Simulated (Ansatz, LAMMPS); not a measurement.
**A faulty run on Mg2+ triflate in trimethyl phosphate and diglyme at 440 K (131 atoms)**

Program: Ansatz 0.2.0. The cell: 26 C, 28 O, 64 H, 4 P, 2 S, 6 F and 1 Mg.

input.yaml reads:

```yaml
crystal:
  lattice:
    - [11.9432, 0.0, 0.0]
    - [0.0, 11.9432, 0.0]
    - [0.0, 0.0, 11.9432]
  atoms:
    - { symbol: C, position: [0.65308, 0.53313, 0.61947] }
    - { symbol: O, position: [0.55063, 0.46758, 0.6283] }
    - { symbol: C, position: [0.4635, 0.52176, 0.68138] }
    - { symbol: C, position: [0.43365, 0.63501, 0.62851] }
    - { symbol: O, position: [0.50839, 0.70099, 0.69482] }
    - { symbol: C, position: [0.48275, 0.81732, 0.65181] }
    - { symbol: C, position: [0.51566, 0.83665, 0.52854] }
    - { symbol: O, position: [0.42912, 0.79489, 0.45455] }
    - { symbol: C, position: [0.46329, 0.80402, 0.33721] }
    - { symbol: H, position: [0.72016, 0.47552, 0.59398] }
    - { symbol: H, position: [0.68412, 0.55921, 0.70826] }
    - { symbol: H, position: [0.64889, 0.59941, 0.55765] }
    - { symbol: H, position: [0.38648, 0.47282, 0.69171] }
    - { symbol: H, position: [0.49924, 0.53516, 0.76393] }
    - { symbol: H, position: [0.4735, 0.63196, 0.54631] }
    - { symbol: H, position: [0.35334, 0.66245, 0.62507] }
    - { symbol: H, position: [0.53169, 0.87216, 0.69578] }
    - { symbol: H, position: [0.39633, 0.83993, 0.67106] }
    [... 107 atom lines left out ...]
    - { symbol: O, position: [0.66047, 0.25773, 0.53277] }
    - { symbol: C, position: [0.79341, 0.09074, 0.47425] }
    - { symbol: F, position: [0.75577, 0.00325, 0.53313] }
    - { symbol: F, position: [0.9029, 0.06525, 0.44681] }
    - { symbol: F, position: [0.73558, 0.09851, 0.37258] }
    - { symbol: Mg, position: [0.51161, 0.31697, 0.56947] }
kpoints:
  mp_grid: { grid: [1, 1, 1] }
hamiltonian:
  xc: pbe
  dispersion: d4
scf:
  occupations: { method: methfessel_paxton, width: 2.0 }
  max_iter: 60
output:
  forces: true
```

On the command line:

```console
ansatz run input.yaml --threads 8 --pin off --max-ram 15872MiB --backend cpu --events-out ev --progress --plain --runs-dir out
```

Numbers of over 12 decimals in the logs are rounded to 6 here.

Output:

```text
band count auto-derived: 462, from the close of a first SCF at 341 (N_el = 420.0; filled up to band 210; 341 by the electrons, moments and atoms)
Engine: ansatz 0.2.0, x86_64-unknown-linux-gnu
Pseudopotentials: kind: paw
Pseudopotential: C, paw, valence charge 4, recommended cutoff 420 eV (normal), C.paw.azcp
Pseudopotential: O, paw, valence charge 6, recommended cutoff 420 eV (normal), O.paw.azcp
Pseudopotential: H, paw, valence charge 1, recommended cutoff 420 eV (normal), H.paw.azcp
Pseudopotential: P, paw, valence charge 5, recommended cutoff 420 eV (normal), P.paw.azcp
Pseudopotential: S, paw, valence charge 6, recommended cutoff 420 eV (normal), S.paw.azcp
Pseudopotential: F, paw, valence charge 7, recommended cutoff 420 eV (normal), F.paw.azcp
Pseudopotential: Mg, paw, valence charge 10, recommended cutoff 420 eV (normal), Mg.paw.azcp
[... 5 lines on functional and potentials left out ...]
Crystal: 131 atoms, lattice volume = 1703.578 Å³
Basis set: ecut = 420 eV, 33371 PW (Γ), exchange–correlation on 160×160×160 points (8 copies of the dense FFT grid, shifted against one another)
Bands: 341, of which v1, the nominal top of the filled ones, is band 210 counted from 1 (209 counted from 0)
Symmetry: 1 space group operations
Space group: P1 (ITA 1), of the structure as read, at distance tolerance 1.2e-4 Å
k-points: 1
[... 15 lines on functional and potentials left out ...]
Initial density: superposition of atomic densities (neutral atoms: chi_scale 0, normalization atom), corrected by the library's trained network
Initial wavefunctions: pseudopotential atomic-orbital guess
Functional: x = pbe(κ = 0.804, μ = 0.219515), c = pbe(β = 0.066725)
SCF iter   1: F=—  HF=-35027.383214 eV  |F-HF|=—  |Δ(HF+E_count)|=         —  Δρ=6.09e-3  dr2=1.01e0  ethr=1.77e-3  ⟨swp⟩=8.0  Hψ=1711  notcnv=0
preconditioner: auto → Resta (q_TF=auto, 2.160 Å⁻¹)  ε∞=2.3  [insulator: Δε(μ)=4.581 eV  Ē_g=15.566 eV  σ=2.000 eV  W_gap=1.07  n_scr=256 (ndim 8)  ℏωp=17.8 eV  f_vac=0.356  D(μ)=-2.00/eV (n_scr^D=0)  ε∞_Penn≈2.3]
SCF iter   2: F=—  HF=-35027.139823 eV  |F-HF|=—  |Δ(HF+E_count)|=   2.43e-1  S|Δr|=    0.00e0  Δρ=3.43e-3  dr2=2.51e-1  ethr=2.40e-4  ⟨swp⟩=2.0  Hψ=509  notcnv=0
SCF iter   3: F=—  HF=-35027.103792 eV  |F-HF|=—  |Δ(HF+E_count)|=   3.60e-2  S|Δr|=    0.00e0  Δρ=1.60e-3  dr2=8.62e-2  ethr=5.98e-5  ⟨swp⟩=3.0  Hψ=586  notcnv=0
SCF iter   4: F=—  HF=-35027.076740 eV  |F-HF|=—  |Δ(HF+E_count)|=   2.71e-2  S|Δr|=    0.00e0  Δρ=7.61e-4  dr2=1.43e-2  ethr=2.05e-5  ⟨swp⟩=2.0  Hψ=636  notcnv=0
SCF iter   5: F=—  HF=-35027.081765 eV  |F-HF|=—  |Δ(HF+E_count)|=   5.03e-3  S|Δr|=    0.00e0  Δρ=5.02e-4  dr2=5.32e-3  ethr=3.41e-6  ⟨swp⟩=3.0  Hψ=695  notcnv=0
SCF iter   6: F=—  HF=-35027.080526 eV  |F-HF|=—  |Δ(HF+E_count)|=   1.24e-3  S|Δr|=    0.00e0  Δρ=1.86e-4  dr2=1.51e-3  ethr=1.27e-6  ⟨swp⟩=2.0  Hψ=621  notcnv=0
SCF iter   7: F=—  HF=-35027.079482 eV  |F-HF|=—  |Δ(HF+E_count)|=   1.04e-3  S|Δr|=    0.00e0  Δρ=1.25e-4  dr2=6.29e-4  ethr=3.59e-7  ⟨swp⟩=3.0  Hψ=632  notcnv=0
SCF iter   8: F=—  HF=-35027.078990 eV  |F-HF|=—  |Δ(HF+E_count)|=   4.92e-4  S|Δr|=    0.00e0  Δρ=1.59e-4  dr2=4.48e-4  ethr=1.50e-7  ⟨swp⟩=2.0  Hψ=639  notcnv=0
SCF iter   9: F=—  HF=-35027.078788 eV  |F-HF|=—  |Δ(HF+E_count)|=   2.02e-4  S|Δr|=    0.00e0  Δρ=6.05e-5  dr2=8.19e-5  ethr=1.07e-7  ⟨swp⟩=2.0  Hψ=644  notcnv=0
SCF iter  10: F=—  HF=-35027.079200 eV  |F-HF|=—  |Δ(HF+E_count)|=   4.11e-4  S|Δr|=    0.00e0  Δρ=2.67e-5  dr2=2.05e-5  ethr=1.95e-8  ⟨swp⟩=3.0  Hψ=705  notcnv=0
SCF iter  11: F=—  HF=-35027.079190 eV  |F-HF|=—  |Δ(HF+E_count)|=   1.00e-5  S|Δr|=    0.00e0  Δρ=2.06e-5  dr2=8.34e-6  ethr=4.87e-9  ⟨swp⟩=3.0  Hψ=602  notcnv=0
SCF iter  12: F=—  HF=-35027.079186 eV  |F-HF|=—  |Δ(HF+E_count)|=   3.48e-6  S|Δr|=    0.00e0  Δρ=8.97e-6  dr2=1.96e-6  ethr=1.99e-9  ⟨swp⟩=3.0  Hψ=602  notcnv=0
[...]
--- Forces (eV/Å), atoms counted from 1 ---
  atom   1  C      0.96617997    -1.22674974     1.77275730
  atom   2  O      1.61785768    -0.39551038    -1.37662507
  atom   3  C     -1.75795315     0.99848496     1.12313608
  atom   4  C      5.46345112    -2.98476830     1.01785028
  atom   5  O     -1.57800602     3.97544199    -1.06339952
  atom   6  C      0.43191569    -2.05618118    -1.23203012
  atom   7  C     -1.44067058     1.12240510    -0.68436685
  atom   8  O      0.25968061    -0.30294612    -0.36038638
  atom   9  C     -0.63840242    -0.00601341     2.06429876
  atom  10  H     -0.34190653    -0.21884177    -0.34361986
  atom  11  H     -1.01025983     0.06827382    -1.57670917
  atom  12  H     -0.17382597     0.44590246     0.16029114
  atom  13  H      0.41047607    -0.75487800    -0.31441080
  atom  14  H     -0.75338042     0.50346489     0.71653523
[...]
max |Σ_I F_I| component: 9.19e-5 eV/Å
--- Band table (eV) ---
  k-point 0: bands = ["-73.9181", "-40.7069", "-40.6779", "-40.6692", [... 325 levels ...], "9.5392", "9.5642", "9.5803", "9.6353", "9.6681", "9.7318", "9.7780", "9.8182", "9.8516", "9.8970", "9.9203", "9.9451"]
Bands: 462, of which v1, the nominal top of the filled ones, is band 210 counted from 1 (209 counted from 0)
Initial density: handed on by an earlier stage of this run
iter 1 solved again at ethr=1.29e-7 eV; its pass at ethr=3.10e-3 eV (dr2=5.42e-4 eV) is discarded
SCF iter   1: F=—  HF=-35027.079100 eV  |F-HF|=—  |Δ(HF+E_count)|=         —  Δρ=1.41e-6  dr2=5.89e-8  ethr=1.29e-7  ⟨swp⟩=43.0  Hψ=7117  notcnv=0
eigensolver tolerance schedule: the retry pair's looser diagonalisation over-reported the residual by 9193.67 of it (diagonalisation noise at 0.62 of the residual, at the tolerance the schedule requests for it); recorded, not acted on — ethr = c·dr2/N_el stays at c = 1.0e-1
preconditioner: auto → Resta (q_TF=auto, 2.160 Å⁻¹)  ε∞=2.0  [insulator: Δε(μ)=4.141 eV  Ē_g=18.116 eV  σ=2.000 eV  W_gap=1.05  n_scr=256 (ndim 8)  ℏωp=17.8 eV  f_vac=0.362  D(μ)=-1.80/eV (n_scr^D=0)  ε∞_Penn≈2.0  vacuum switching on, ρ_ref=2.4e-2 e/Å³]
SCF iter   2: F=—  HF=-35027.079185 eV  |F-HF|=—  |Δ(HF+E_count)|=   8.54e-5  S|Δr|=    0.00e0  Δρ=8.50e-7  dr2=2.77e-8  ethr=1.40e-11  ⟨swp⟩=13.0  Hψ=2488  notcnv=0
SCF iter   3: F=-35027.079185 eV  HF=-35027.079185 eV  |F-HF|=1.04e-8  |Δ(HF+E_count)|=   1.43e-8  S|Δr|=    0.00e0  Δρ=5.35e-7  dr2=1.29e-8  ethr=6.60e-12  ⟨swp⟩=1.0  Hψ=1217  notcnv=0
SCF 2 converged in 3 iterations: F = -35027.079185 eV  dr2 = 1.29e-8
SCF converged after 19 iterations (16 of them on 341 bands)
Stability not checked: this state was not tested for a lower state beside it, because cold or Methfessel-Paxton smearing, or corrected tetrahedra, fill the levels in a way that the test cannot read (fill_not_monotonic; see scf.lower_state_search)
Free energy (F): -35027.079185 eV
Harris-Foulkes:  -35027.079185 eV  (|F-HF|=1.04e-8)
Internal energy: -35035.956953 eV  (E = F + TS)
E sigma→0 (E₀):  -35029.298627 eV
Entropy (-TS):   8.877768 eV (67.769 meV/atom)
Fermi energy:    1.345628 eV
Step filling:    the computed levels leave a gap of 4.1410 eV = 2.1 smearing widths at the electron count; against every level under it full and every level over it empty, smearing changes F+E_penalty+E_count by +1769.498 meV and its σ→0 estimate by -449.944 meV
--- Per-component energies (eV) ---
  E_band       = -4152.069101
  E_kinetic    = 10049.356752
  E_local      = -48026.107028  (includes V_loc(G=0)·N_el)
  E_nonlocal   = 2865.131356
  E_hartree    = 19325.174188
  E_xc         = -4840.530717
  E_vxc        = -5995.799344  (∫ρ·V_xc dr)
  E_paw        = -12025.615487  (= ΣΔE_a)
  E_vpaw       = -1694.994531  (= ΣTr[D̂ρ^β])
  E_aug_tail   = -0.006963  (compensation charges beyond the density's cutoff)
  E_ewald      = -2377.043274
  E_disp       = -6.315779  (pairwise vdW)
  E_smearing   = 8.877768  (= −TS)
  E_closure    = 0.000000  (closes the sum)
  Σ components = -35027.079185   (vs F -35027.079185, Δ=0.00e0)
--- Forces (eV/Å), atoms counted from 1 ---
[...]
atom  12  H     -0.17383150     0.44589914     0.16029750
  atom  13  H      0.41047956    -0.75487749    -0.31440680
  atom  14  H     -0.75338778     0.50346581     0.71653295
[...]
atom 130  F      0.62258731    -0.34665544     1.38250199
  atom 131  Mg     0.92496572    -0.54966146     0.43545782
  max |Σ_I F_I| component: 4.99e-6 eV/Å
--- Band table (eV) ---
  k-point 0: bands = ["-73.9182", "-40.7069", "-40.6780", "-40.6692", [... 446 levels ...], "14.6009", "14.6593", "14.6855", "14.7355", "14.7492", "14.8257", "14.8727", "14.9238", "14.9383", "15.0224", "15.0350", "15.0933"]
```

The job ended after 21 s (8 threads of Intel Xeon Platinum 8375C at 2.90GHz (Ice Lake), shared host; peak memory 2.6 GiB; 2.5 min of CPU time).

The column dr2 measures how far the density is from self-consistency, as an energy; F and HF (Harris–Foulkes) agree once it is small.

Against a sound run (Kohn-Sham DFT, PBE+D4, PAW (set soft_2), plane waves):

* r.m.s. difference of force components: 105.5 meV/Å
* longest difference of force vectors: 869.6 meV/Å
* force difference over r.m.s. force: 9.499 %

What is at fault here, and what would mend it?

A smearing of electronvolts: scf.occupations.method = "methfessel_paxton" and scf.occupations.width = 2.0.

The fix is to set scf.occupations.method back to "fixed" and take out scf.occupations.width.

The run converged all the same, so the exit status doesn't show the fault.

[Logs are printed without paths, hosts, clocks, repeated set-up lines and the standing remarks that a program may print on its own settings, such as how far it seeks lower states.]

[Hosts, paths, dates, database ids (printed as entryN), source tags and the programs' standing remarks are cut or masked in the printed files.]
